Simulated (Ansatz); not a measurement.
# Transmission past a defect: Ta wire along [111], 4 atoms a period, divacancy of Ta and Ta

What does the defect do to the conductance?

Calculated with Ansatz 0.2.0; DFT PBE, plane waves, PAW; relaxation of a wire's period, in the first sound run; inputs show where later runs differ.

## 1. Starting point

The cell holds 4 atoms: 4 Ta. Cell: a = 9.148 Å, b = 10.866 Å, c = 2.875 Å, α = 90.0°, β = 90.0°, γ = 90.0°. Vacuum lies along a and b. The structure's axis is c.

## 2. The relaxed wire

Band widths follow the bond lengths, so the wire is relaxed first. The atoms and the third cell vector are free; the box across stays fixed as vacuum. A Fermi-Dirac smearing is set since the result may be a metal. The pressure printed is a third of the stress's trace over the whole box, vacuum included; only the stress along the axis is relaxed.

File input.yaml:

```yaml
crystal:
  lattice:
    - [9.148, 0.0, 0.0]
    - [0.0, 10.866, 0.0]
    - [0.0, 0.0, 2.8752043406]
  atoms:
    - { symbol: Ta, position: [0.371665938, 0.437638903, 0.0] }
    - { symbol: Ta, position: [0.371665938, 0.687111446, 0.333333333] }
    - { symbol: Ta, position: [0.628289737, 0.312902632, 0.333333333] }
    - { symbol: Ta, position: [0.628289737, 0.562375175, 0.666666667] }
kpoints:
  mp_grid: { grid: [1, 1, 28] }
scf:
  occupations: { method: fermi_dirac, width: 0.05 }
hamiltonian:
  xc: pbe
relax:
  cell: { fix: [a, b, alpha, beta, gamma] }
  max_steps: 60
```

Launch:

```
$ ansatz run input.yaml --threads 4 --pin off --max-ram 16384MiB --backend cpu --events-out ev --progress --plain --runs-dir out
```

Numbers of over 12 decimals in the logs are rounded to 6 here.

Log:

```text
Engine: ansatz 0.2.0, aarch64-unknown-linux-gnu
Pseudopotentials: kind: paw
Pseudopotential: Ta, paw, valence charge 13, recommended cutoff 420 eV (normal), Ta.paw.azcp
Functional definition: PBE
  parameter kappa = 0.804
  parameter beta = 0.066725
  exchange = pbe_x(kappa = kappa, mu = beta*pi^2/3)
  correlation = pbe_c(beta = beta)
Crystal: 4 atoms, lattice volume = 285.802 Å³
Basis set: ecut = 420 eV, 5579 PW (Γ), exchange–correlation on 128×150×40 points (8 copies of the dense FFT grid, shifted against one another)
Bands: 32, of which v1, the nominal top of the filled ones, is band 26 counted from 1 (25 counted from 0)
Symmetry: 2 space group operations
Space group: P-1 (ITA 2), of the structure as read, at distance tolerance 6.6e-5 Å
k-points: 15 of 28
Non-local potential: Ta, projectors of the file, l = 0: 3, l = 1: 2, l = 2: 2, l = 3: 1
PAW form: soft (Blöchl's): semilocal exchange-correlation on the pseudo side does not see the compensation charge
PAW one-centre angular grid: Ta, 590 points (default); XC on 64 Gauss nodes
Initial density: superposition of atomic densities (neutral atoms: chi_scale 0, normalization atom), corrected by the library's trained network
Initial wavefunctions: pseudopotential atomic-orbital guess
Functional: x = pbe(κ = 0.804, μ = 0.219515), c = pbe(β = 0.066725)
SCF iter   1: F=—  HF=-39719.005672 eV  |F-HF|=—  |Δ(HF+E_count)|=         —  Δρ=7.15e-3  dr2=2.94e-1  ethr=1.77e-3  ⟨swp⟩=7.3  Hψ=2175  notcnv=0
preconditioner: auto → LDOS  [metal: Δε(μ)=0.029 eV  Ē_g=2.564 eV  σ=0.050 eV  W_gap=0.14  n_scr=30 (ndim 8)  ℏωp=9.8 eV  f_vac=0.497  D(μ)=8.32/eV (n_scr^D=50)  β→1.0]
SCF iter   2: F=—  HF=-39718.957296 eV  |F-HF|=—  |Δ(HF+E_count)|=   4.84e-2  Δρ=3.38e-3  dr2=4.16e-2  ethr=5.65e-4  ⟨swp⟩=3.6  Hψ=911  notcnv=0
SCF iter   3: F=—  HF=-39718.953699 eV  |F-HF|=—  |Δ(HF+E_count)|=   3.60e-3  Δρ=1.04e-3  dr2=1.13e-2  ethr=7.99e-5  ⟨swp⟩=3.0  Hψ=826  notcnv=0
SCF iter   4: F=—  HF=-39718.952853 eV  |F-HF|=—  |Δ(HF+E_count)|=   8.46e-4  Δρ=5.18e-4  dr2=1.38e-3  ethr=2.18e-5  ⟨swp⟩=2.0  Hψ=651  notcnv=0
SCF iter   5: F=—  HF=-39718.952592 eV  |F-HF|=—  |Δ(HF+E_count)|=   2.61e-4  Δρ=1.35e-4  dr2=2.01e-4  ethr=2.66e-6  ⟨swp⟩=2.0  Hψ=634  notcnv=0
SCF iter   6: F=—  HF=-39718.952620 eV  |F-HF|=—  |Δ(HF+E_count)|=   2.74e-5  Δρ=5.17e-5  dr2=2.19e-5  ethr=3.86e-7  ⟨swp⟩=2.0  Hψ=634  notcnv=0
SCF iter   7: F=—  HF=-39718.952547 eV  |F-HF|=—  |Δ(HF+E_count)|=   7.28e-5  Δρ=1.65e-5  dr2=2.13e-6  ethr=4.21e-8  ⟨swp⟩=2.1  Hψ=649  notcnv=0
SCF iter   8: F=—  HF=-39718.952547 eV  |F-HF|=—  |Δ(HF+E_count)|=   6.64e-7  Δρ=5.55e-6  dr2=2.34e-7  ethr=4.10e-9  ⟨swp⟩=2.0  Hψ=635  notcnv=0
SCF iter   9: F=-39718.952548 eV  HF=-39718.952548 eV  |F-HF|=8.80e-10  |Δ(HF+E_count)|=   4.05e-8  Δρ=1.36e-6  dr2=1.05e-8  ethr=1.92e-10  ⟨swp⟩=5.1  Hψ=1829  notcnv=0
SCF 1 converged in 9 iterations: F = -39718.952548 eV  dr2 = 1.05e-8
  greatest PAW one-centre occupation: 0.999 electrons in one spin orbital (limit 2), on the Ta atom at site 2 (counted from 0), in its partial waves of l = 0
relax step   1: F+E_penalty+E_count = -39718.95254750 eV  Δ(F+E_penalty+E_count) = +0.000e0 eV  max|allowed force component| = 2.133e0 eV/Å  Δτ_max = 0.0000 Å  P = -6.053 GPa  Ω = 285.802 Å³  fix = [a, b, alpha, beta, gamma]  reactions: a -4.196, b -5.758 GPa; alpha -0.170, beta -0.350, gamma -1.350 GPa/rad  (9 SCF iters, dr2 threshold 1.00e-7 eV, accepted)
Crystal: 4 atoms, lattice volume = 277.530 Å³
Basis set: ecut = 420 eV, 5455 PW (Γ), exchange–correlation on 128×150×40 points (8 copies of the dense FFT grid, shifted against one another)
Initial density: handed on by an earlier stage of this run
Initial wavefunctions: those handed on with the density
SCF iter   1: F=—  HF=-39720.446335 eV  |F-HF|=—  |Δ(HF+E_count)|=         —  Δρ=1.82e-2  dr2=3.60e0  ethr=3.10e-3  ⟨swp⟩=10.0  Hψ=2662  notcnv=0
preconditioner: auto → LDOS  [metal: Δε(μ)=0.010 eV  Ē_g=3.252 eV  σ=0.050 eV  W_gap=0.05  n_scr=32 (ndim 8)  ℏωp=10.0 eV  f_vac=0.542  D(μ)=8.35/eV (n_scr^D=48)  β→1.0]
SCF iter   2: F=—  HF=-39720.418462 eV  |F-HF|=—  |Δ(HF+E_count)|=   2.79e-2  Δρ=1.49e-2  dr2=2.52e0  ethr=3.10e-3  ⟨swp⟩=4.5  Hψ=1292  notcnv=0
SCF iter   3: F=—  HF=-39720.014627 eV  |F-HF|=—  |Δ(HF+E_count)|=   4.04e-1  Δρ=2.30e-3  dr2=2.29e-2  ethr=3.10e-3  ⟨swp⟩=3.0  Hψ=835  notcnv=0
SCF iter   4: F=—  HF=-39720.018664 eV  |F-HF|=—  |Δ(HF+E_count)|=   4.04e-3  Δρ=7.64e-4  dr2=2.58e-3  ethr=4.40e-5  ⟨swp⟩=2.3  Hψ=875  notcnv=0
SCF iter   5: F=—  HF=-39720.019280 eV  |F-HF|=—  |Δ(HF+E_count)|=   6.16e-4  Δρ=2.11e-4  dr2=1.51e-4  ethr=4.96e-6  ⟨swp⟩=2.2  Hψ=741  notcnv=0
SCF iter   6: F=—  HF=-39720.019240 eV  |F-HF|=—  |Δ(HF+E_count)|=   4.01e-5  Δρ=6.25e-5  dr2=1.60e-5  ethr=2.91e-7  ⟨swp⟩=2.5  Hψ=826  notcnv=0
SCF iter   7: F=—  HF=-39720.019248 eV  |F-HF|=—  |Δ(HF+E_count)|=   7.66e-6  Δρ=2.24e-5  dr2=4.00e-6  ethr=3.07e-8  ⟨swp⟩=3.0  Hψ=1004  notcnv=0
SCF iter   8: F=—  HF=-39720.019248 eV  |F-HF|=—  |Δ(HF+E_count)|=   7.49e-7  Δρ=9.85e-6  dr2=8.01e-7  ethr=7.68e-9  ⟨swp⟩=2.1  Hψ=654  notcnv=0
SCF iter   9: F=-39720.019248 eV  HF=-39720.019248 eV  |F-HF|=5.31e-9  |Δ(HF+E_count)|=   2.72e-8  Δρ=3.14e-6  dr2=4.81e-8  ethr=7.69e-10  ⟨swp⟩=5.1  Hψ=1819  notcnv=0
SCF 2 converged in 9 iterations: F = -39720.019248 eV  dr2 = 4.81e-8
  greatest PAW one-centre occupation: 1.000 electrons in one spin orbital (limit 2), on the Ta atom at site 3 (counted from 0), in its partial waves of l = 0
relax step   2: F+E_penalty+E_count = -39720.01924838 eV  Δ(F+E_penalty+E_count) = -1.067e0 eV  max|allowed force component| = 1.106e0 eV/Å  Δτ_max = 0.1950 Å  P = +0.216 GPa  Ω = 277.530 Å³  energy of the carried Pulay correction = +6.112e-4 eV  fix = [a, b, alpha, beta, gamma]  reactions: a +1.267, b +0.385 GPa; alpha -0.246, beta -0.483, gamma -0.793 GPa/rad  (9 SCF iters, dr2 threshold 4.00e-7 eV, accepted)
Crystal: 4 atoms, lattice volume = 274.017 Å³
Basis set: ecut = 420 eV, 5367 PW (Γ), exchange–correlation on 128×150×40 points (8 copies of the dense FFT grid, shifted against one another)
iter 1 solved again at ethr=8.05e-4 eV; its pass at ethr=3.10e-3 eV (dr2=4.19e-1 eV) is discarded
SCF iter   1: F=—  HF=-39720.243817 eV  |F-HF|=—  |Δ(HF+E_count)|=         —  Δρ=1.15e-2  dr2=4.44e-1  ethr=8.05e-4  ⟨swp⟩=1.2  Hψ=3012  notcnv=0
preconditioner: auto → LDOS  [metal: Δε(μ)=0.020 eV  Ē_g=3.002 eV  σ=0.050 eV  W_gap=0.10  n_scr=32 (ndim 8)  ℏωp=10.0 eV  f_vac=0.534  D(μ)=7.42/eV (n_scr^D=40)  β→1.0]
[...]
relax step  17: F+E_penalty+E_count = -39721.18057728 eV  Δ(F+E_penalty+E_count) = -2.191e-2 eV  max|allowed force component| = 2.387e-1 eV/Å  Δτ_max = 0.0441 Å  P = -0.287 GPa  Ω = 307.646 Å³  energy of the carried Pulay correction = -1.532e-3 eV  fix = [a, b, alpha, beta, gamma]  reactions: a -0.608, b -0.181 GPa; alpha +0.024, beta -0.061, gamma -0.046 GPa/rad  (7 SCF iters, dr2 threshold 4.00e-7 eV, accepted)
relax step  18: F+E_penalty+E_count = -39721.09509285 eV  Δ(F+E_penalty+E_count) = +8.548e-2 eV  max|allowed force component| = 1.180e0 eV/Å  Δτ_max = 0.0822 Å  P = +0.901 GPa  Ω = 321.310 Å³  energy of the carried Pulay correction = -2.435e-3 eV  fix = [a, b, alpha, beta, gamma]  (8 SCF iters, dr2 threshold 4.00e-7 eV, rejected (line search))
relax step  19: F+E_penalty+E_count = -39721.18832902 eV  Δ(F+E_penalty+E_count) = -7.752e-3 eV  max|allowed force component| = 1.276e-1 eV/Å  Δτ_max = 0.0150 Å  P = -0.099 GPa  Ω = 308.839 Å³  energy of the carried Pulay correction = -1.613e-3 eV  fix = [a, b, alpha, beta, gamma]  reactions: a -0.422, b -0.205 GPa; alpha +0.015, beta -0.022, gamma -0.003 GPa/rad  (12 SCF iters, accepted)
relax step  20: F+E_penalty+E_count = -39721.17732230 eV  Δ(F+E_penalty+E_count) = +1.101e-2 eV  max|allowed force component| = 6.830e-1 eV/Å  Δτ_max = 0.0533 Å  P = +0.628 GPa  Ω = 315.807 Å³  energy of the carried Pulay correction = -2.076e-3 eV  fix = [a, b, alpha, beta, gamma]  (7 SCF iters, dr2 threshold 4.00e-7 eV, rejected (line search))
relax step  21: F+E_penalty+E_count = -39721.19924348 eV  Δ(F+E_penalty+E_count) = -1.091e-2 eV  max|allowed force component| = 2.670e-1 eV/Å  Δτ_max = 0.0240 Å  P = -0.095 GPa  Ω = 312.212 Å³  energy of the carried Pulay correction = -1.838e-3 eV  fix = [a, b, alpha, beta, gamma]  reactions: a -0.655, b +0.097 GPa; alpha +0.011, beta -0.023, gamma +0.011 GPa/rad  (12 SCF iters, accepted)
relax step  22: F+E_penalty+E_count = -39721.20334306 eV  Δ(F+E_penalty+E_count) = -4.100e-3 eV  max|allowed force component| = 1.392e-1 eV/Å  Δτ_max = 0.0268 Å  P = -0.002 GPa  Ω = 315.784 Å³  energy of the carried Pulay correction = -2.075e-3 eV  fix = [a, b, alpha, beta, gamma]  reactions: a -0.014, b +0.180 GPa; alpha -0.004, beta -0.005, gamma +0.003 GPa/rad  (7 SCF iters, dr2 threshold 4.00e-7 eV, accepted)
relax step  23: F+E_penalty+E_count = -39721.20625158 eV  Δ(F+E_penalty+E_count) = -2.909e-3 eV  max|allowed force component| = 4.038e-3 eV/Å  Δτ_max = 0.0079 Å  P = -0.085 GPa  Ω = 314.268 Å³  energy of the carried Pulay correction = -1.975e-3 eV  fix = [a, b, alpha, beta, gamma]  reactions: a -0.230, b -0.017 GPa; alpha -0.001, beta -0.001, gamma +0.002 GPa/rad  (6 SCF iters, dr2 threshold 4.00e-7 eV, accepted)
Basis set: ecut = 420 eV, 6133 PW (Γ), exchange–correlation on 128×150×48 points (8 copies of the dense FFT grid, shifted against one another)
Initial wavefunctions: pseudopotential atomic-orbital guess (no wavefunctions were taken with the density)
iter 1 solved again at ethr=2.02e-7 eV; its pass at ethr=3.10e-3 eV (dr2=1.05e-4 eV) is discarded
SCF iter   1: F=—  HF=-39721.203698 eV  |F-HF|=—  |Δ(HF+E_count)|=         —  Δρ=2.82e-4  dr2=3.42e-5  ethr=2.02e-7  ⟨swp⟩=4.6  Hψ=3642  notcnv=0
preconditioner: auto → LDOS  [metal: Δε(μ)=0.018 eV  Ē_g=3.274 eV  σ=0.050 eV  W_gap=0.09  n_scr=32 (ndim 8)  ℏωp=9.4 eV  f_vac=0.572  D(μ)=4.59/eV (n_scr^D=20)  β→1.0]
SCF iter   2: F=—  HF=-39721.210843 eV  |F-HF|=—  |Δ(HF+E_count)|=   7.15e-3  Δρ=2.78e-5  dr2=2.54e-5  ethr=6.57e-8  ⟨swp⟩=3.9  Hψ=930  notcnv=0
SCF iter   3: F=—  HF=-39721.210798 eV  |F-HF|=—  |Δ(HF+E_count)|=   4.53e-5  Δρ=1.90e-5  dr2=2.85e-6  ethr=4.89e-8  ⟨swp⟩=2.0  Hψ=543  notcnv=0
SCF iter   4: F=—  HF=-39721.210853 eV  |F-HF|=—  |Δ(HF+E_count)|=   5.46e-5  Δρ=7.70e-6  dr2=1.01e-6  ethr=5.49e-9  ⟨swp⟩=2.2  Hψ=636  notcnv=0
SCF iter   5: F=—  HF=-39721.210853 eV  |F-HF|=—  |Δ(HF+E_count)|=   7.89e-7  Δρ=3.19e-6  dr2=1.05e-7  ethr=1.95e-9  ⟨swp⟩=2.0  Hψ=633  notcnv=0
SCF iter   6: F=—  HF=-39721.210853 eV  |F-HF|=—  |Δ(HF+E_count)|=  3.27e-10  Δρ=7.20e-7  dr2=2.55e-9  ethr=2.01e-10  ⟨swp⟩=2.1  Hψ=628  notcnv=0
SCF iter   7: F=—  HF=-39721.210853 eV  |F-HF|=—  |Δ(HF+E_count)|=   1.27e-9  Δρ=2.75e-7  dr2=6.32e-10  ethr=4.90e-12  ⟨swp⟩=3.3  Hψ=1047  notcnv=0
SCF iter   8: F=—  HF=-39721.210853 eV  |F-HF|=—  |Δ(HF+E_count)|=  4.37e-11  Δρ=7.71e-8  dr2=4.02e-11  ethr=1.00e-12  ⟨swp⟩=4.9  Hψ=2118  notcnv=0
SCF iter   9: F=-39721.210853 eV  HF=-39721.210853 eV  |F-HF|=2.91e-11  |Δ(HF+E_count)|=  2.91e-11  Δρ=3.09e-8  dr2=1.00e-11  ethr=1.00e-12  ⟨swp⟩=5.1  Hψ=1787  notcnv=0
SCF 24 converged in 9 iterations: F = -39721.210853 eV  dr2 = 1.00e-11
relax step  24: F+E_penalty+E_count = -39721.21085339 eV  Δ(F+E_penalty+E_count) = -4.602e-3 eV  max|allowed force component| = 4.962e-3 eV/Å  Δτ_max = 0.0000 Å  P = -0.073 GPa  Ω = 314.268 Å³  fix = [a, b, alpha, beta, gamma]  reactions: a -0.223, b -0.010 GPa; alpha -0.001, beta -0.001, gamma +0.002 GPa/rad  stress off target by 1.42e-2 GPa on what of the cell is left free  SCF on the basis re-selected at this cell (its energy is not comparable with the rows above)  (9 SCF iters)
basis re-selected at this cell: Δ(F+E_penalty+E_count) = -4.602e-3 eV, ΔP = +0.012 GPa vs the last step (what re-selecting the basis moved, of the pressure what is left beyond the Pulay correction that the steps carried, after the strain that the cell walked since its last selection, with what the two solves' SCF thresholds leave and, on support functions, any second-order correction that the steps lacked; it is no measure of the basis error at this ecutwfc). The dense FFT grid was sized anew with the basis: this SCF ran on 64×75×24 points, the steps before it on 64×75×20, so part of this shift can come from that change (see relax.cell in the input reference). [rest of the remark cut]
SCF converged after 9 iterations
Free energy (F): -39721.210853 eV
Harris-Foulkes:  -39721.210853 eV  (|F-HF|=2.91e-11)
Internal energy: -39721.172369 eV  (E = F + TS)
E sigma→0 (E₀):  -39721.191611 eV
Entropy (-TS):   -0.038484 eV (-9.621 meV/atom)
Fermi energy:    1.878341 eV
--- Per-component energies (eV) ---
  E_band       = -1310.147948
  E_kinetic    = 1456.948177
  E_local      = -14343.367536  (includes V_loc(G=0)·N_el)
  E_nonlocal   = 66.354326
  E_hartree    = 6383.545205
  E_xc         = -866.134669
  E_vxc        = -805.801063  (∫ρ·V_xc dr)
  E_paw        = -33586.960790  (= ΣΔE_a)
  E_vpaw       = -451.372638  (= ΣTr[D̂ρ^β])
  E_aug_tail   = 0.000589  (compensation charges beyond the density's cutoff)
  E_ewald      = 1168.442329
  E_smearing   = -0.038484  (= −TS)
  E_closure    = -0.000000  (closes the sum)
  Σ components = -39721.210853   (vs F -39721.210853, Δ=0.00e0)
--- Forces (eV/Å), atoms counted from 1 ---
  atom   1  Ta     0.00115336     0.00020053    -0.00057575
  atom   2  Ta    -0.00123494    -0.00496179     0.00049109
  atom   3  Ta     0.00123494     0.00496179    -0.00049109
  atom   4  Ta    -0.00115336    -0.00020053     0.00057575
  max |Σ_I F_I| component: 2.17e-19 eV/Å
--- Stress (GPa, compression-positive) ---
       -0.223277      -0.002278       0.000879
       -0.002278      -0.009538       0.000740
        0.000879       0.000740       0.014172
  P = ⅓ Tr σ = -0.0729 GPa (-0.729 kbar)
--- Relaxed structure (23 steps of the walk, 20 accepted, 1 SCFs on fresh bases) ---
  F+E_penalty+E_count = -39721.21085339 eV   max|allowed force component| = 4.962e-3 eV/Å   (the final SCF, on the basis selected at the relaxed cell)
  cell:  # Å, volume = 314.2684 Å³
    - [9.148, 0, 0]
    - [0, 10.866, 0]
    - [0, 0, 3.161584]
  atoms:
    - { symbol: Ta, position: [0.335759, 0.501823, -0.166633] }
    - { symbol: Ta, position: [0.502171, 0.638029, 0.333302] }
    - { symbol: Ta, position: [0.497784, 0.361971, 0.333365] }
    - { symbol: Ta, position: [0.664197, 0.498177, 0.833299] }
```

It took 58 s on 4 threads of Arm Neoverse V1, shared host; peak memory 0.67 GiB; 3.8 min of CPU time.

The steps of the relaxation (22 of 24):

```tsv
step	energy less that of the first step (eV)	largest force component (eV/Å)	pressure (GPa)	volume (Å³)
1	0.0000	2.1332	-6.05	285.80
2	-1.0667	1.1064	0.22	277.53
3	-1.2171	0.3454	-0.26	274.02
4	-1.2668	0.1520	-0.51	271.03
5	-1.3044	0.1308	-0.16	267.74
6	-1.3278	0.1243	-0.24	266.88
8	-1.3805	0.2301	-0.47	264.95
9	-1.4519	0.5801	-0.86	263.76
10	-1.7033	0.4734	0.67	263.54
11	-1.8052	0.6179	-0.31	267.93
12	-1.7699	1.5025	1.26	275.23
13	-2.0025	0.2099	0.60	274.49
14	-2.1052	0.2028	0.10	281.64
15	-2.1793	0.2404	0.42	292.05
16	-2.2061	0.4055	-0.24	299.82
17	-2.2280	0.2387	-0.29	307.65
19	-2.2358	0.1276	-0.10	308.84
20	-2.2248	0.6830	0.63	315.81
21	-2.2467	0.2670	-0.09	312.21
22	-2.2508	0.1392	0.00	315.78
23	-2.2537	0.0040	-0.09	314.27
24*	-2.2583	0.0050	-0.07	314.27
```

Relaxation steps marked * repeat the geometry before them on a plane-wave basis chosen anew for their cell, so energy and pressure can jump there. Other such steps can lie between the rows shown. Relaxation steps 12, 18, 20 were tried and not accepted.

The run keeps the 2 symmetry operations that it works with, so distortions that break them were not tested.

```tsv
cell as run	before	after	change
c (Å)	2.875	3.162	+10.0 %
```

The atoms that moved most (Å, along periodic axes as changes of fractional coordinates times the final cell, across vacuum about the mean position):

```tsv
atom	dx	dy	dz	length
Ta3	-1.194	0.533	0.000	1.308
Ta2	1.194	-0.533	0.000	1.308
Ta1	-0.328	0.698	-0.527	0.934
Ta4	0.328	-0.698	0.527	0.934
```

Numbers from this step:

- energy at zero smearing: -39721.1916 eV
- cell length along the wire: 3.162 Å

The cell's length comes to 3.162 Å with spin left out. 2 contacts a cell pass between under 1.1 and over 1.27 times the sum of covalent radii, so the wire has rearranged from the shape that names it.

[end of part 1 of 3]

[Logs are printed without paths, hosts, clocks, repeated set-up lines and the standing remarks that a program may print on its own settings, such as how far it seeks lower states.]

[Hosts, paths, dates, database ids (printed as entryN), source tags and the programs' standing remarks are cut or masked in the printed files.]
